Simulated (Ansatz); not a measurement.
## How fast states decay through YGa3N4

Wanted: the relaxed cell of YGa3N4, its band edges and its decay constants. It is built by putting Y for Al in the AlGa3N4 structure of space group P-43m, with the volume rescaled by atomic radii. The parent structure comes from the Materials Project.

Program: Ansatz 0.2.0. Level of theory: r2SCAN DFT, plane waves, PAW files, in the first sound run; inputs show where later runs differ. Results are calculated unless marked as measured.

The structure was built from a prototype and need not be the compound's stable phase.

## (1) Starting point

It takes space group P-43m (No. 215, cubic). The conventional cell has a = 4.755 Å, b = 4.755 Å, c = 4.755 Å, α = 90.00°, β = 90.00°, γ = 90.00°. Nearest to Y lie 4 N at 2.01 Å. Nearest to Ga lie 4 N at 2.08 Å. N has 1 Y at 2.01 Å and 3 Ga at 2.08 Å nearest. It derives from AlGa3N4. Y for Al in the AlGa3N4 structure of space group P-43m. Farther neighbours and most contacts between anions are not listed.

Structure file:

```cif
data_structure
_symmetry_space_group_name_H-M 'P-43m'
_symmetry_Int_Tables_number 215
_cell_length_a 4.7547
_cell_length_b 4.7547
_cell_length_c 4.7547
_cell_angle_alpha 90.000
_cell_angle_beta 90.000
_cell_angle_gamma 90.000
_cell_volume 107.49
loop_
_atom_site_label
_atom_site_type_symbol
_atom_site_symmetry_multiplicity
_atom_site_Wyckoff_symbol
_atom_site_fract_x
_atom_site_fract_y
_atom_site_fract_z
_atom_site_occupancy
Y1 Y 1 a 0.00000 0.00000 0.00000 1
Ga1 Ga 3 c 0.50000 0.50000 0.00000 1
N1 N 4 e 0.75571 0.75571 0.24429 1
```

## (2) Cell and atoms at rest

The substituted atoms don't fit the parent's cell, so cell and atoms relax together. A small smearing keeps the run stable in case the gap closes on the way.

input.yaml reads:

```yaml
crystal:
  lattice:
    - [4.7547303174, 0.0, 0.0]
    - [0.0, 4.7547303174, 0.0]
    - [0.0, 0.0, 4.7547303174]
  atoms:
    - { symbol: "Y", position: [0.0, 0.0, 0.0] }
    - { symbol: Ga, position: [0.5, 0.5, 0.0] }
    - { symbol: Ga, position: [0.5, 0.0, 0.5] }
    - { symbol: Ga, position: [0.0, 0.5, 0.5] }
    - { symbol: "N", position: [0.75571442, 0.75571442, 0.24428558] }
    - { symbol: "N", position: [0.75571442, 0.24428558, 0.75571442] }
    - { symbol: "N", position: [0.24428558, 0.75571442, 0.75571442] }
    - { symbol: "N", position: [0.24428558, 0.24428558, 0.24428558] }
kpoints:
  mp_grid: { grid: [6, 6, 6] }
scf:
  occupations: { method: gaussian, width: 0.03 }
hamiltonian:
  xc: r2scan
output:
  forces: true
  stress: true
relax:
  f_tol: 0.02
  max_steps: 60
  cell: {}
```

The run is started by

```console
$ ansatz run input.yaml --threads 2 --pin off --max-ram 4096MiB --backend cpu --events-out ev --progress --plain --runs-dir out
```

Numbers of over 12 decimals in the logs are rounded to 6 here.

What it wrote:

```text
Engine: ansatz 0.2.0, x86_64-unknown-linux-gnu
Pseudopotentials: kind: paw
Pseudopotential: Y, paw, valence charge 11, recommended cutoff 500 eV (meta_gga), Y.paw.azcp
Pseudopotential: Ga, paw, valence charge 13, recommended cutoff 500 eV (meta_gga), Ga.paw.azcp
Pseudopotential: N, paw, valence charge 5, recommended cutoff 500 eV (meta_gga), N.paw.azcp
Functional definition: r2SCAN
  parameter k0 = 0.174
  parameter k1 = 0.065
  parameter a1 = 4.9479
  exchange = r2scan_x(k0 = k0, k1 = k1, a1 = a1)
  correlation = r2scan_c
Crystal: 8 atoms, lattice volume = 107.492 Å³
Basis set: ecut = 500 eV, 2777 PW (Γ), exchange–correlation on 144×144×144 points (64 copies of the dense FFT grid, shifted against one another)
Bands: 43, of which v1, the nominal top of the filled ones, is band 35 counted from 1 (34 counted from 0)
Symmetry: 24 space group operations
Space group: P-43m (ITA 215), of the structure as read, at distance tolerance 4.8e-5 Å
k-points: 20 of 216 (time reversal used)
Non-local potential: Y, projectors of the file, l = 0: 3, l = 1: 2, l = 2: 2, l = 3: 1
Non-local potential: Ga, projectors of the file, l = 0: 2, l = 1: 2, l = 2: 3, l = 3: 1
Non-local potential: N, projectors of the file, l = 0: 2, l = 1: 2, l = 2: 1
PAW form: soft (Blöchl's): semilocal exchange-correlation on the pseudo side does not see the compensation charge
PAW frozen core: Y, regenerated for the run's functional (the file was generated under x = pbe(κ = 0.804, μ = 0.219515), c = pbe(β = 0.066725))
PAW frozen core: Ga, regenerated for the run's functional (the file was generated under x = pbe(κ = 0.804, μ = 0.219515), c = pbe(β = 0.066725))
PAW frozen core: N, regenerated for the run's functional (the file was generated under x = pbe(κ = 0.804, μ = 0.219515), c = pbe(β = 0.066725))
PAW one-centre angular grid: Y, 590 points (default); XC on 160 Gauss nodes
PAW one-centre angular grid: Ga, 590 points (default); XC on 160 Gauss nodes
PAW one-centre angular grid: N, 302 points (default); XC on 160 Gauss nodes
Initial density: superposition of atomic densities (neutral atoms: chi_scale 0, normalization atom), corrected by the library's trained network
Initial wavefunctions: pseudopotential atomic-orbital guess
Functional: x = r2scan, c = r2scan; τ floored in thin density (d = 2e-4 eV/Å³)
SCF iter   1: F=—  HF=-16773.431245 eV  |F-HF|=—  |Δ(HF+E_count)|=         —  Δρ=1.01e-2  dr2=6.07e-2  dr2_τ=3.68e-1  ethr=1.77e-3  ⟨swp⟩=6.2  Hψ=3163  notcnv=0  defer=2
preconditioner: auto → Resta (q_TF=auto, 2.540 Å⁻¹)  ε∞=4.2  [insulator: Δε(μ)=1.869 eV  Ē_g=16.407 eV  σ=0.030 eV  W_gap=1.00  n_scr=26 (ndim 8)  ℏωp=29.5 eV  f_vac=0.000  D(μ)=0.00/eV (n_scr^D=0)  ε∞_Penn≈4.2]
SCF iter   2: F=—  HF=-16773.585123 eV  |F-HF|=—  |Δ(HF+E_count)|=   1.54e-1  Δρ=4.90e-3  dr2=1.66e-2  dr2_τ=7.74e-4  ethr=8.67e-5  ⟨swp⟩=3.0  Hψ=1918  notcnv=0  defer=55
SCF iter   3: F=—  HF=-16773.584066 eV  |F-HF|=—  |Δ(HF+E_count)|=   1.06e-3  Δρ=2.95e-3  dr2=4.11e-3  dr2_τ=2.99e-4  ethr=2.37e-5  ⟨swp⟩=3.0  Hψ=1592  notcnv=0  defer=15
automatic band count: iteration 3 solves 41 bands in place of 43: the levels show a gap, and the empty bands left out lie too high to hold charge; the band table lists the bands solved (type scf.n_extra_bands for more)
SCF iter   4: F=—  HF=-16773.584124 eV  |F-HF|=—  |Δ(HF+E_count)|=   5.74e-5  Δρ=3.35e-4  dr2=1.05e-4  dr2_τ=4.40e-5  ethr=5.87e-6  ⟨swp⟩=2.0  Hψ=1557  notcnv=0  defer=15
SCF iter   5: F=—  HF=-16773.584151 eV  |F-HF|=—  |Δ(HF+E_count)|=   2.69e-5  Δρ=1.34e-4  dr2=1.03e-5  dr2_τ=2.13e-6  ethr=1.50e-7  ⟨swp⟩=2.0  Hψ=1425  notcnv=0  defer=15
SCF iter   6: F=—  HF=-16773.584159 eV  |F-HF|=—  |Δ(HF+E_count)|=   8.75e-6  Δρ=3.50e-5  dr2=1.48e-6  dr2_τ=1.04e-7  ethr=1.46e-8  ⟨swp⟩=2.0  Hψ=1505  notcnv=0  defer=15
SCF iter   7: F=-16773.584160 eV  HF=-16773.584160 eV  |F-HF|=7.52e-9  |Δ(HF+E_count)|=   3.43e-7  Δρ=5.24e-6  dr2=4.20e-8  dr2_τ=1.84e-9  ethr=1.43e-10  ⟨swp⟩=3.0  Hψ=3313  notcnv=0
SCF 1 converged in 7 iterations: F = -16773.584160 eV  dr2 = 4.20e-8
  greatest PAW one-centre occupation: 0.997 electrons in one spin orbital (limit 2), on the Y atom at site 0 (counted from 0), in its partial waves of l = 0
relax step   1: F+E_penalty+E_count = -16773.58415972 eV  Δ(F+E_penalty+E_count) = +0.000e0 eV  max|allowed force component| = 3.284e0 eV/Å  Δτ_max = 0.0000 Å  P = +2.832 GPa  Ω = 107.492 Å³  (7 SCF iters, dr2 threshold 1.00e-7 eV, accepted)
Crystal: 8 atoms, lattice volume = 107.766 Å³
Initial density: handed on by an earlier stage of this run
Initial wavefunctions: those handed on with the density
iter 1 solved again at ethr=1.57e-3 eV; its pass at ethr=3.10e-3 eV (dr2=1.10e0 eV) is discarded
SCF iter   1: F=—  HF=-16775.608849 eV  |F-HF|=—  |Δ(HF+E_count)|=         —  Δρ=3.01e-2  dr2=1.13e0  dr2_τ=3.12e0  ethr=1.57e-3  ⟨swp⟩=1.0  Hψ=3836  notcnv=0
automatic band count: iteration 1 solves 40 bands in place of 43: the levels show a gap, and the empty bands left out lie too high to hold charge; the band table lists the bands solved (type scf.n_extra_bands for more)
preconditioner: auto → Resta (q_TF=auto, 2.539 Å⁻¹)  ε∞=4.6  [insulator: Δε(μ)=1.453 eV  Ē_g=15.480 eV  σ=0.030 eV  W_gap=1.00  n_scr=26 (ndim 8)  ℏωp=29.5 eV  f_vac=0.003  D(μ)=0.00/eV (n_scr^D=0)  ε∞_Penn≈4.6]
SCF iter   2: F=—  HF=-16775.699957 eV  |F-HF|=—  |Δ(HF+E_count)|=   9.11e-2  Δρ=1.27e-2  dr2=1.68e-1  dr2_τ=1.73e-2  ethr=1.57e-3  ⟨swp⟩=3.0  Hψ=1276  notcnv=0  defer=1
SCF iter   3: F=—  HF=-16775.677743 eV  |F-HF|=—  |Δ(HF+E_count)|=   2.22e-2  Δρ=3.99e-3  dr2=1.89e-2  dr2_τ=2.59e-3  ethr=2.39e-4  ⟨swp⟩=3.0  Hψ=1226  notcnv=0  defer=2
SCF iter   4: F=—  HF=-16775.674973 eV  |F-HF|=—  |Δ(HF+E_count)|=   2.77e-3  Δρ=7.20e-4  dr2=5.47e-4  dr2_τ=3.21e-5  ethr=2.70e-5  ⟨swp⟩=2.7  Hψ=1197  notcnv=0  defer=8
SCF iter   5: F=—  HF=-16775.675001 eV  |F-HF|=—  |Δ(HF+E_count)|=   2.85e-5  Δρ=3.03e-4  dr2=6.72e-5  dr2_τ=5.03e-6  ethr=7.82e-7  ⟨swp⟩=2.0  Hψ=1468  notcnv=0  defer=9
SCF iter   6: F=—  HF=-16775.674977 eV  |F-HF|=—  |Δ(HF+E_count)|=   2.42e-5  Δρ=1.20e-4  dr2=8.39e-6  dr2_τ=7.98e-7  ethr=9.60e-8  ⟨swp⟩=2.1  Hψ=1302  notcnv=0  defer=9
SCF iter   7: F=—  HF=-16775.674981 eV  |F-HF|=—  |Δ(HF+E_count)|=   3.93e-6  Δρ=2.98e-5  dr2=1.28e-6  dr2_τ=6.74e-8  ethr=1.20e-8  ⟨swp⟩=2.0  Hψ=1487  notcnv=0  defer=9
SCF iter   8: F=-16775.674981 eV  HF=-16775.674981 eV  |F-HF|=5.38e-10  |Δ(HF+E_count)|=   2.85e-7  Δρ=5.24e-6  dr2=2.16e-8  dr2_τ=1.12e-9  ethr=1.14e-9  ⟨swp⟩=4.0  Hψ=2522  notcnv=0
SCF 2 converged in 8 iterations: F = -16775.674981 eV  dr2 = 2.16e-8
  greatest PAW one-centre occupation: 0.996 electrons in one spin orbital (limit 2), on the Y atom at site 0 (counted from 0), in its partial waves of l = 0
relax step   2: F+E_penalty+E_count = -16775.67498113 eV  Δ(F+E_penalty+E_count) = -2.091e0 eV  max|allowed force component| = 6.395e-2 eV/Å  Δτ_max = 0.1936 Å  P = -5.931 GPa  Ω = 107.766 Å³  energy of the carried Pulay correction = -1.310e-4 eV  (8 SCF iters, dr2 threshold 8.00e-7 eV, accepted)
Crystal: 8 atoms, lattice volume = 104.247 Å³
Basis set: ecut = 500 eV, 2601 PW (Γ), exchange–correlation on 144×144×144 points (64 copies of the dense FFT grid, shifted against one another)
iter 1 solved again at ethr=3.81e-5 eV; its pass at ethr=3.10e-3 eV (dr2=2.66e-2 eV) is discarded
SCF iter   1: F=—  HF=-16775.717649 eV  |F-HF|=—  |Δ(HF+E_count)|=         —  Δρ=4.98e-3  dr2=2.72e-2  dr2_τ=4.30e-2  ethr=3.81e-5  ⟨swp⟩=1.1  Hψ=3734  notcnv=0
automatic band count: iteration 1 solves 40 bands in place of 43: the levels show a gap, and the empty bands left out lie too high to hold charge; the band table lists the bands solved (type scf.n_extra_bands for more)
preconditioner: auto → Resta (q_TF=auto, 2.553 Å⁻¹)  ε∞=4.7  [insulator: Δε(μ)=1.733 eV  Ē_g=15.517 eV  σ=0.030 eV  W_gap=1.00  n_scr=26 (ndim 8)  ℏωp=30.0 eV  f_vac=0.000  D(μ)=0.00/eV (n_scr^D=0)  ε∞_Penn≈4.7]
SCF iter   2: F=—  HF=-16775.757880 eV  |F-HF|=—  |Δ(HF+E_count)|=   4.02e-2  Δρ=1.95e-3  dr2=4.98e-3  dr2_τ=3.62e-4  ethr=3.81e-5  ⟨swp⟩=2.4  Hψ=1528  notcnv=0
SCF iter   3: F=—  HF=-16775.757541 eV  |F-HF|=—  |Δ(HF+E_count)|=   3.39e-4  Δρ=7.52e-4  dr2=4.61e-4  dr2_τ=3.55e-5  ethr=7.12e-6  ⟨swp⟩=2.0  Hψ=1103  notcnv=0
SCF iter   4: F=—  HF=-16775.757639 eV  |F-HF|=—  |Δ(HF+E_count)|=   9.78e-5  Δρ=3.58e-4  dr2=1.85e-4  dr2_τ=1.23e-5  ethr=6.58e-7  ⟨swp⟩=2.0  Hψ=1409  notcnv=0
SCF iter   5: F=—  HF=-16775.757591 eV  |F-HF|=—  |Δ(HF+E_count)|=   4.81e-5  Δρ=1.01e-4  dr2=1.26e-5  dr2_τ=4.84e-7  ethr=2.64e-7  ⟨swp⟩=2.0  Hψ=1410  notcnv=0
SCF iter   6: F=—  HF=-16775.757591 eV  |F-HF|=—  |Δ(HF+E_count)|=   5.72e-7  Δρ=5.37e-5  dr2=2.49e-6  dr2_τ=1.93e-7  ethr=1.81e-8  ⟨swp⟩=2.0  Hψ=1419  notcnv=0
SCF iter   7: F=-16775.757591 eV  HF=-16775.757591 eV  |F-HF|=7.23e-9  |Δ(HF+E_count)|=   3.21e-8  Δρ=1.05e-5  dr2=8.97e-8  dr2_τ=2.78e-9  ethr=1.14e-9  ⟨swp⟩=4.0  Hψ=2723  notcnv=0
SCF 3 converged in 7 iterations: F = -16775.757591 eV  dr2 = 8.97e-8
relax step   3: F+E_penalty+E_count = -16775.75759056 eV  Δ(F+E_penalty+E_count) = -8.261e-2 eV  max|allowed force component| = 3.858e-2 eV/Å  Δτ_max = 0.0121 Å  P = -1.183 GPa  Ω = 104.247 Å³  energy of the carried Pulay correction = +1.578e-3 eV  (7 SCF iters, dr2 threshold 8.00e-7 eV, accepted)
[...]
relax step   4: F+E_penalty+E_count = -16775.76088220 eV  Δ(F+E_penalty+E_count) = -3.292e-3 eV  max|allowed force component| = 1.286e-2 eV/Å  Δτ_max = 0.0009 Å  P = +0.027 GPa  Ω = 103.489 Å³  energy of the carried Pulay correction = +1.953e-3 eV  (6 SCF iters, dr2 threshold 8.00e-7 eV, accepted)
Initial wavefunctions: pseudopotential atomic-orbital guess (no wavefunctions were taken with the density)
iter 1 solved again at ethr=3.04e-8 eV; its pass at ethr=3.10e-3 eV (dr2=2.13e-5 eV) is discarded
SCF iter   1: F=—  HF=-16775.758986 eV  |F-HF|=—  |Δ(HF+E_count)|=         —  Δρ=8.78e-5  dr2=1.61e-6  dr2_τ=2.82e-6  ethr=3.04e-8  ⟨swp⟩=3.8  Hψ=5849  notcnv=0
preconditioner: auto → Resta (q_TF=auto, 2.556 Å⁻¹)  ε∞=4.4  [insulator: Δε(μ)=1.749 eV  Ē_g=16.328 eV  σ=0.030 eV  W_gap=1.00  n_scr=26 (ndim 8)  ℏωp=30.1 eV  f_vac=0.000  D(μ)=0.00/eV (n_scr^D=0)  ε∞_Penn≈4.4]
SCF iter   2: F=—  HF=-16775.758986 eV  |F-HF|=—  |Δ(HF+E_count)|=   5.77e-8  Δρ=5.42e-5  dr2=8.68e-7  dr2_τ=1.55e-7  ethr=2.29e-9  ⟨swp⟩=2.2  Hψ=1460  notcnv=0
SCF iter   3: F=—  HF=-16775.758986 eV  |F-HF|=—  |Δ(HF+E_count)|=   4.53e-7  Δρ=1.02e-5  dr2=3.98e-8  dr2_τ=1.66e-8  ethr=1.24e-9  ⟨swp⟩=2.0  Hψ=1354  notcnv=0
SCF iter   4: F=—  HF=-16775.758986 eV  |F-HF|=—  |Δ(HF+E_count)|=   5.71e-8  Δρ=2.30e-6  dr2=2.77e-9  dr2_τ=3.35e-10  ethr=5.68e-11  ⟨swp⟩=2.0  Hψ=1479  notcnv=0
SCF iter   5: F=—  HF=-16775.758986 eV  |F-HF|=—  |Δ(HF+E_count)|=   3.58e-9  Δρ=5.85e-7  dr2=1.48e-10  dr2_τ=2.50e-11  ethr=3.95e-12  ⟨swp⟩=2.0  Hψ=1480  notcnv=0
SCF iter   6: F=-16775.758986 eV  HF=-16775.758986 eV  |F-HF|=3.64e-12  |Δ(HF+E_count)|=  3.71e-10  Δρ=2.03e-7  dr2=2.56e-11  dr2_τ=5.13e-12  ethr=1.00e-12  ⟨swp⟩=4.0  Hψ=2979  notcnv=0
SCF 5 converged in 6 iterations: F = -16775.758986 eV  dr2 = 2.56e-11
relax step   5: F+E_penalty+E_count = -16775.75898624 eV  Δ(F+E_penalty+E_count) = +1.896e-3 eV  max|allowed force component| = 1.285e-2 eV/Å  Δτ_max = 0.0000 Å  P = +0.021 GPa  Ω = 103.489 Å³  stress off target by 2.09e-2 GPa  SCF on the basis re-selected at this cell (its energy is not comparable with the rows above)  (6 SCF iters)
basis re-selected at this cell: Δ(F+E_penalty+E_count) = +1.896e-3 eV, ΔP = -0.006 GPa vs the last step (what re-selecting the basis moved, of the pressure what is left beyond the Pulay correction that the steps carried, after the strain that the cell walked since its last selection, with what the two solves' SCF thresholds leave and, on support functions, any second-order correction that the steps lacked; it is no m [...]
SCF converged after 6 iterations
Free energy (F): -16775.758986 eV
Harris-Foulkes:  -16775.758986 eV  (|F-HF|=3.64e-12)
Internal energy: -16775.758986 eV  (E = F + TS)
E sigma→0 (E₀):  -16775.758986 eV
Fermi energy:    9.995923 eV
--- Per-component energies (eV) ---
  E_band       = -151.206823
  E_kinetic    = 1179.721670
  E_local      = -6879.626493  (includes V_loc(G=0)·N_el)
  E_nonlocal   = 1524.460523
  E_hartree    = 3075.453186
  E_xc         = -594.239060
  E_vxc        = -739.820148  (∫ρ·V_xc dr)
  E_paw        = -9383.119891  (= ΣΔE_a)
  E_vpaw       = -1427.753676  (= ΣTr[D̂ρ^β])
  E_aug_tail   = -0.000050  (compensation charges beyond the density's cutoff)
  E_vtau       = 40.905015  (kinetic-family band-sum trace: ∫τ·v_τ [+ j·A + Jᵃ·Aᵃ] dr)
  E_ewald      = -5696.177449
  E_core_change = -2.231421  (= ΣΔE_core)
  E_smearing   = -0.000000  (= −TS)
  E_closure    = 0.000000  (closes the sum)
  Σ components = -16775.758986   (vs F -16775.758986, Δ=0.00e0)
--- Forces (eV/Å), atoms counted from 1 ---
  atom   1  Y     -0.00000000    -0.00000000    -0.00000000
  atom   2  Ga    -0.00000000     0.00000000     0.00000000
  atom   3  Ga    -0.00000000    -0.00000000     0.00000000
  atom   4  Ga    -0.00000000     0.00000000    -0.00000000
  atom   5  N      0.01285319     0.01285319    -0.01285319
  atom   6  N      0.01285319    -0.01285319     0.01285319
  atom   7  N     -0.01285319     0.01285319     0.01285319
  atom   8  N     -0.01285319    -0.01285319    -0.01285319
  max |Σ_I F_I| component: 1.01e-16 eV/Å
--- Stress (GPa, compression-positive) ---
        0.020924      -0.000000       0.000000
       -0.000000       0.020924       0.000000
        0.000000       0.000000       0.020924
  P = ⅓ Tr σ = 0.0209 GPa (0.209 kbar)
--- Relaxed structure (4 steps of the walk, 4 accepted, 1 SCFs on fresh bases) ---
  F+E_penalty+E_count = -16775.75898624 eV   max|allowed force component| = 1.285e-2 eV/Å   (the final SCF, on the basis selected at the relaxed cell)
  cell:  # Å, volume = 103.4895 Å³
    - [4.694962, 0, 0]
    - [0, 4.694962, 0]
    - [0, 0, 4.694962]
  atoms:
    - { symbol: Y, position: [6.869283485248425e-19, 0, 3.4488933681122805e-19] }
    - { symbol: Ga, position: [0.5, 0.5, 3.4488933681122796e-19] }
    - { symbol: Ga, position: [0.5, 0, 0.5] }
    - { symbol: Ga, position: [6.869283485248422e-19, 0.5, 0.5] }
    - { symbol: N, position: [0.730844, 0.730844, 0.269156] }
    - { symbol: N, position: [0.730844, 0.269156, 0.730844] }
    - { symbol: N, position: [0.269156, 0.730844, 0.730844] }
    - { symbol: N, position: [0.269156, 0.269156, 0.269156] }
```

Wall time 20 s (2 threads of AMD EPYC 9R45, shared host); peak memory 0.64 GiB.

Step by step:

| step | energy less that of the first step (eV) | largest force component (eV/Å) | pressure (GPa) | volume (Å³) |
| --- | --- | --- | --- | --- |
| 1 | 0.0000 | 3.2843 | 2.83 | 107.49 |
| 2 | -2.0908 | 0.0639 | -5.93 | 107.77 |
| 3 | -2.1734 | 0.0386 | -1.18 | 104.25 |
| 4 | -2.1767 | 0.0129 | 0.03 | 103.49 |
| 5* | -2.1748 | 0.0129 | 0.02 | 103.49 |

Relaxation steps marked * repeat the geometry before them on a plane-wave basis chosen anew for their cell, so energy and pressure can jump there.

Forces are held to the 24 operations that the run works with; a distortion that breaks them can't arise in this run.

| conventional cell, symmetrised | before | after | change |
| --- | --- | --- | --- |
| a (Å) | 4.755 | 4.695 | -1.3 % |
| b (Å) | 4.755 | 4.695 | -1.3 % |
| c (Å) | 4.755 | 4.695 | -1.3 % |
| volume (Å³/atom) | 13.44 | 12.94 | -3.7 % |

The atoms that moved most (Å, as changes of fractional coordinates times the final cell):

| atom | dx | dy | dz | length |
| --- | --- | --- | --- | --- |
| N8 | 0.117 | 0.117 | 0.117 | 0.202 |
| N7 | 0.117 | -0.117 | -0.117 | 0.202 |
| N6 | -0.117 | 0.117 | -0.117 | 0.202 |
| N5 | -0.117 | -0.117 | 0.117 | 0.202 |

The relaxed structure:

```cif
data_structure
_symmetry_space_group_name_H-M 'P 1'
_symmetry_Int_Tables_number 1
_cell_length_a 4.6950
_cell_length_b 4.6950
_cell_length_c 4.6950
_cell_angle_alpha 90.000
_cell_angle_beta 90.000
_cell_angle_gamma 90.000
_cell_volume 103.49
loop_
_atom_site_label
_atom_site_type_symbol
_atom_site_fract_x
_atom_site_fract_y
_atom_site_fract_z
_atom_site_occupancy
Y1 Y 0.00000 0.00000 0.00000 1
Ga2 Ga 0.50000 0.50000 0.00000 1
Ga3 Ga 0.50000 0.00000 0.50000 1
Ga4 Ga 0.00000 0.50000 0.50000 1
N5 N 0.73084 0.73084 0.26916 1
N6 N 0.73084 0.26916 0.73084 1
N7 N 0.26916 0.73084 0.73084 1
N8 N 0.26916 0.26916 0.26916 1
```

This step gave:

- free energy: -16775.7590 eV
- Fermi energy: 9.996 eV
- pressure: 0.02092 GPa

The largest force component on a free atom ends at 0.013 eV/Å.

[end of part 1 of 3]

[Logs are printed without paths, hosts, clocks, repeated set-up lines and the standing remarks that a program may print on its own settings, such as how far it seeks lower states.]

[Hosts, paths, dates, database ids (printed as entryN), source tags and the programs' standing remarks are cut or masked in the printed files.]
